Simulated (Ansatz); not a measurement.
# Glassy Ga2O3 (175 atoms): repeated cells from small to large, part 2 of 2

Wanted: cost and convergence against size for glassy Ga2O3 (175 atoms).

Ansatz 0.2.0; Kohn-Sham DFT, PBEsol, PAW (set soft_1), plane waves.

The cell: 70 Ga and 105 O. The quench rate of 100 K/ps far exceeds what a furnace or splat quench reaches. The starting topology of bonds comes from the classical model.

So far. Step 5 (Support functions, 1400 atoms): The energy lies 3.77 meV/atom below the dense-mesh reference.

## (6) Truncated density matrix, 1400 atoms

Cutting the density matrix at a range is meant to remove the step that grows fastest with size; it needs a cell with a gap.

This step: Kohn-Sham DFT, PBEsol, PAW (set soft_1), localised support functions (medium), truncated density matrix (Ansatz 0.2.0).

The input, input.yaml:

```yaml
crystal:
  lattice:
    - [12.7146, 0.0, 0.0]
    - [0.0, 12.7146, 0.0]
    - [0.0, 0.0, 12.7146]
  atoms:
    [... the 175 atom lines of step 2 ...]
  supercell: [2, 2, 2]
kpoints:
  mp_grid: { grid: [1, 1, 1] }
hamiltonian:
  xc: pbesol
  pseudopotentials: { kind: paw, azcp: { folder: soft_1 }, xc_functional: pbe }
scf:
  occupations: { method: fixed }
  eigensolver:
    kind:
      support_functions: { accuracy: medium, density_matrix: { truncated: {} } }
    mixed_precision: true
  mixing: { beta: 0.2 }
  max_iter: 150
output:
  forces: true
```

Started as:

```sh
$ ansatz run input.yaml --threads 32 --pin off --max-ram 92160MiB --backend cuda --events-out ev --progress --plain --runs-dir out --max-vram 78GiB
```

Numbers of over 12 decimals in the logs are rounded to 6 here.

The log of the run:

```text
[...]
GPU FFT provider: cuFFT
GPU libraries: cuBLAS 13.8.1, cuFFT 12.4.0, cuSOLVER 12.3.2
[...]
Crystal: 1400 atoms, lattice volume = 16443.645 Å³
Basis set: ecut = 464 eV, 373221 PW (Γ), exchange–correlation on 360×360×360 points (8 copies of the dense FFT grid, shifted against one another)
Bands: 6326, of which v1, the nominal top of the filled ones, is band 6160 counted from 1 (6159 counted from 0)
Symmetry: 1 space group operations
k-points: 1
[...]
GPU buffer pool allocated for 5832000 grid points (all kernels)
[...]
SCF iter   1: F=—  HF=-2567187.654744 eV  |F-HF|=—  |Δ(HF+E_count)|=         —  Δρ=1.16e-1  dr2=1.06e3  ethr=1.00e-1
[...]
SCF iter  24: F=—  HF=-2567476.919546 eV  |F-HF|=—  |Δ(HF+E_count)|=   2.84e-4  Δρ=3.95e-6  dr2=6.53e-6  ethr=1.55e-10  κ⁻¹=8.2e-5(r=7)
SCF iter  25: F=-2567476.920410 eV  HF=-2567476.920412 eV  |F-HF|=1.93e-6  |Δ(HF+E_count)|=   8.66e-4  Δρ=3.44e-6  dr2=4.19e-6  ethr=5.30e-11
WARN: states of the grid below an occupied one that the support functions miss were sought only among those that the levels near the highest filled one couple to: one that couples little to each, as a local one in a large cell, is not found (with such a state the run ended in a higher one, [...]
SCF 1 converged in 25 iterations: F = -2567477.209599 eV  dr2 = 4.19e-6
[...]
SCF converged after 25 iterations
[...]
Free energy (F): -2567477.209599 eV
[...]
Internal energy: -2567477.209599 eV  (E = F + TS)
E sigma→0 (E₀):  -2567477.209599 eV
Fermi energy:    7.043006 eV
[...]
Σ components = -2567477.209599   (vs F -2567477.209599, Δ=0.00e0)
--- Forces (eV/Å), atoms counted from 1 ---
  atom   1  Ga     0.15217000    -0.13891050     0.72104584
  atom   2  Ga    -0.77823119     1.49518592     0.55651615
  atom   3  Ga    -0.73159436    -1.68280438     0.39011406
  atom   4  Ga    -0.19680371     1.23578580    -2.87655089
  atom   5  Ga    -0.59230807    -0.55362890     1.58428446
  atom   6  Ga    -0.92936611     1.49931443     0.43459443
  [... forces on the other 1394 atoms ...]
  max |Σ_I F_I| component: 2.75e-2 eV/Å
```

Wall time 53 s (1 × NVIDIA GB200 with 32 threads of Arm Neoverse V2, shared host); peak memory 3.5 GiB; 91 s of CPU time.

That memory is the host's; the program planned up to 39.6 GiB on the GPU.

The program repeats the typed cell 2×2×2 times, 1400 atoms in all; totals in the log are those of the whole repeated cell, and force differences are taken after averaging over the copies of each atom.

The program notes that the search for missed states was only partial.

The energy lies 3.77 meV/atom below the dense-mesh reference.

## (7) Truncated density matrix, 4725 atoms

Cutting the density matrix at a range is meant to remove the step that grows fastest with size; it needs a cell with a gap.

Changes to input.yaml since step 6:

```diff
@@ -7,3 +7,3 @@
     [... the 175 atom lines of step 2 ...]
-  supercell: [2, 2, 2]
+  supercell: [3, 3, 3]
 kpoints:
```

The log of the run:

```text
[...]
GPU FFT provider: cuFFT
GPU libraries: cuBLAS 13.8.1, cuFFT 12.4.0, cuSOLVER 12.3.2
[...]
Crystal: 4725 atoms, lattice volume = 55497.302 Å³
Basis set: ecut = 464 eV, 1258889 PW (Γ), exchange–correlation on 540×540×540 points (8 copies of the dense FFT grid, shifted against one another)
Bands: 21322, of which v1, the nominal top of the filled ones, is band 20790 counted from 1 (20789 counted from 0)
Symmetry: 1 space group operations
k-points: 1
[...]
GPU buffer pool allocated for 19683000 grid points (all kernels)
[...]
SCF iter   1: F=—  HF=-8664258.690100 eV  |F-HF|=—  |Δ(HF+E_count)|=         —  Δρ=1.16e-1  dr2=3.57e3  ethr=1.00e-1
[...]
SCF iter  25: F=—  HF=-8665234.956585 eV  |F-HF|=—  |Δ(HF+E_count)|=   4.21e-4  Δρ=4.07e-6  dr2=1.28e-5  ethr=4.37e-11  κ⁻¹=8.9e-5(r=7)
SCF iter  26: F=-8665234.957449 eV  HF=-8665234.957450 eV  |F-HF|=4.23e-7  |Δ(HF+E_count)|=   8.65e-4  Δρ=3.27e-6  dr2=9.00e-6  ethr=3.07e-11
[...]
SCF 1 converged in 26 iterations: F = -8665235.879127 eV  dr2 = 9.00e-6
[...]
SCF converged after 26 iterations
[...]
Free energy (F): -8665235.879127 eV
[...]
Internal energy: -8665235.879127 eV  (E = F + TS)
E sigma→0 (E₀):  -8665235.879127 eV
Fermi energy:    7.041388 eV
[...]
Σ components = -8665235.879127   (vs F -8665235.879127, Δ=0.00e0)
--- Forces (eV/Å), atoms counted from 1 ---
  atom   1  Ga     0.15208187    -0.13869373     0.72075384
  atom   2  Ga    -0.77809327     1.49569680     0.55666585
  atom   3  Ga    -0.73173855    -1.68285388     0.38998950
  atom   4  Ga    -0.19703601     1.23455509    -2.87524795
  atom   5  Ga    -0.59250586    -0.55331891     1.58441160
  atom   6  Ga    -0.92956488     1.49847238     0.43448389
  [... forces on the other 4719 atoms ...]
  max |Σ_I F_I| component: 7.64e-2 eV/Å
```

It took 4.4 min on 1 × NVIDIA GB200 with 32 threads; peak memory 33 GiB; 6.8 min of CPU time.

That memory is the host's; the program planned up to 76.9 GiB on the GPU.

The program repeats the typed cell 3×3×3 times, 4725 atoms in all; totals in the log are those of the whole repeated cell, and force differences are taken after averaging over the copies of each atom.

The energy lies 3.83 meV/atom below the dense-mesh reference.

## (8) Cost and error against size

Differences are against the typed cell on a 2×2×2 mesh, which samples like Γ on 1400 atoms (r.m.s. force component 0.674 eV/Å, gap 0.423 eV). Every repeated cell is solved at Γ, and forces are averaged over the copies of each atom. Hardware: 1 × NVIDIA GB200 with 32 threads of Arm Neoverse V2, shared host.

```
atoms  repeats                     basis  Δ force, r.m.s. (meV/Å)  Δ energy (meV/atom)  less plane waves of the same size (meV/atom)  gap (eV)  spread among copies (meV/Å)  SCF cycles     time  host memory (GiB)  planned on the GPU (GiB)
  175    1×1×1               plane waves                     7.18                 2.94                                             -                   0.406                            -          15    2.1 s                1.2                       7.2
  175    1×1×1         support functions                     7.38               -0.773                                          -3.7                   0.407                            -          16    6.7 s                1.2                       5.7
 1400    2×2×2         support functions                     1.07                -3.77                                             -                   0.424                        0.008          23     71 s                3.5                        36
 1400    2×2×2  truncated density matrix                     1.08                -3.77                                             -                       -                        0.002          25     53 s                3.5                        40
 4725    3×3×3  truncated density matrix                     1.15                -3.83                                             -                       -                        0.017          26  4.4 min                 33                        77
```

## (9) What the reference run shows

With the settings judged, the reference run is read for its physics.

Neighbours are counted within 2.50 Å (O-Ga).

Length of the force by element and coordination:

```
element  coordination  atoms  mean length of the force (eV/Å)  spread  least  most
     Ga           all     70                             1.25   0.529  0.275  3.14
     Ga             4      5                             1.46   0.372  0.766  1.78
     Ga             5     29                             1.26   0.478  0.275  2.14
     Ga             6     36                             1.21   0.578  0.333  3.14
      O           all    105                            0.945   0.391  0.290  1.95
      O             3     42                            0.942   0.397  0.290  1.90
      O             4     60                            0.942   0.395  0.290  1.95
      O             5      3                             1.04   0.130  0.885  1.20
```

Löwdin charges by element and coordination (they lack the spilled electrons, 0.023 e an atom on average):

| element | coordination | atoms | mean charge (e) | spread | least | most |
| --- | --- | --- | --- | --- | --- | --- |
| Ga | all | 70 | 1.00 | 0.0181 | 0.959 | 1.04 |
| Ga | 4 | 5 | 1.03 | 0.01 | 1.01 | 1.04 |
| Ga | 5 | 29 | 1.01 | 0.0159 | 0.969 | 1.03 |
| Ga | 6 | 36 | 0.992 | 0.0148 | 0.959 | 1.03 |
| O | all | 105 | -0.628 | 0.0163 | -0.663 | -0.588 |
| O | 3 | 42 | -0.637 | 0.0123 | -0.663 | -0.598 |
| O | 4 | 60 | -0.622 | 0.0159 | -0.657 | -0.588 |
| O | 5 | 3 | -0.630 | 0.0078 | -0.641 | -0.624 |

States in the cell by windows of 1 eV, zero at the Fermi level; some projections on atomic orbitals stand beside the total:

```csv
from (eV),to (eV),total,O p,Ga p,Ga s,O s,Ga d
-18,-17,101.0,0.4,14.3,3.9,72.9,9.4
-17,-16,62.1,0.2,7.2,1.1,46.2,7.3
-16,-15,0.0,0.0,0.0,0.0,0.0,0.0
-15,-14,65.4,0.6,0.1,0.0,0.3,64.3
-14,-13,505.6,4.5,1.7,0.6,5.2,493.8
-13,-12,129.0,1.1,1.5,0.5,9.7,116.1
-12,-8,0.0,0.0,0.0,0.0,0.0,0.0
-8,-7,10.7,6.3,0.5,3.5,0.2,0.2
-7,-6,59.2,35.5,3.2,17.7,1.9,0.8
-6,-5,51.8,32.6,4.3,11.7,2.5,0.6
-5,-4,76.5,55.1,13.2,4.8,2.5,0.8
-4,-3,91.2,71.2,13.5,2.9,2.2,0.9
-3,-2,110.1,93.5,11.1,1.9,1.8,1.1
-2,-1,137.2,126.5,5.9,1.0,1.2,1.3
-1,0,92.0,88.3,1.6,0.4,0.4,0.6
0,1,1.7,1.5,0.0,0.2,0.1,0.0
1,2,3.9,1.2,0.4,1.5,0.7,0.0
2,3,10.7,3.6,1.4,4.1,1.5,0.0
3,4,30.6,9.8,4.3,13.2,2.8,0.0
4,5,42.5,12.8,6.6,18.7,3.3,0.0
```

The curve was stored every 0.10 eV, coarse against its broadening of 0.08 eV, so these counts are rough.

With fixed occupations the program's Fermi level is the highest filled level.

Between -20 and -18 eV lie 47 more states.

Not all projections were asked for or kept, so they needn't add up to the total.

The levels nearest the highest filled one (over half full), pooled over k-points and spins:

```csv
level less the highest filled one (eV),occupation
-0.0187,2
-0.0154,2
-0.0141,2
-0.0092,2
-2.0e-4,2
0,2
0.423,0
1.17,0
1.24,0
1.28,0
1.35,0
1.35,0
```

Mean Löwdin charges: Ga +1.00, O -0.63 e. The largest share in the top eV of filled states is O p (97 % of the projected weight), and in the lowest eV of empty states Ga s (44 % of the projected weight).

## (10) What came out

| Item | Value |
| --- | --- |
| free energy per atom | -1833.9085 eV/atom |
| pressure | -15.6 GPa |
| r.m.s. force component | 0.6739 eV/Å |
| gap (highest filled to lowest empty level) | 0.4235 eV |
| wall time of the 6 DFT runs | 6.7 min |

What this shows: With support functions, the time grows as the 1.1 power of the atom count between the two largest sizes, 175 and 1400 atoms (16 and 23 SCF cycles). The smaller run is short enough for fixed overheads to flatten this slope. With the truncated density matrix, the time grows as the 1.3 power of the atom count between the two largest sizes, 1400 and 4725 atoms. At 1400 atoms truncation (run in mixed precision) changes the energy by +0.0005 meV/atom and takes 0.75 times the time of the full density matrix. At equal size the support functions lie 3.7 meV/atom below plane waves, likely because their grid holds more waves than 420 eV; no run tests this. At the largest size the support functions' forces differ from the reference by 0.16 % of the r.m.s. force, where they sample the same k-points. In some support-function runs the search for missed states was left out or partial.

Between filled and empty levels lie 0.423 eV (on the run's k-points); a semilocal functional tends to put such gaps too low. In a disordered cell it changes from sample to sample, and tail or defect levels can set it.

**Limits.** The force components of 0.67 eV/Å r.m.s. hold both thermal displacement and the mismatch between the potential that made the cell and DFT. The pressure of -16 GPa is that of one thermal frame, in which the classical model's bond lengths enter as well as the volume, without the kinetic term.

Against the measurements quoted at the start:

```
   quantity  measured  this cell  difference        method of the measurement
optical gap   4.98 eV   0.423 eV    -4.56 eV  UV-vis transmittance, Tauc plot
```

The network comes from the model that made the cell; DFT did not move the atoms, so distances and counts test that model. An optical gap and a spacing of Kohn–Sham levels are different quantities.

[Logs are printed without paths, hosts, clocks, repeated set-up lines and the standing remarks that a program may print on its own settings, such as how far it seeks lower states.]

[Hosts, paths, dates, database ids (printed as entryN), source tags and the programs' standing remarks are cut or masked in the printed files.]
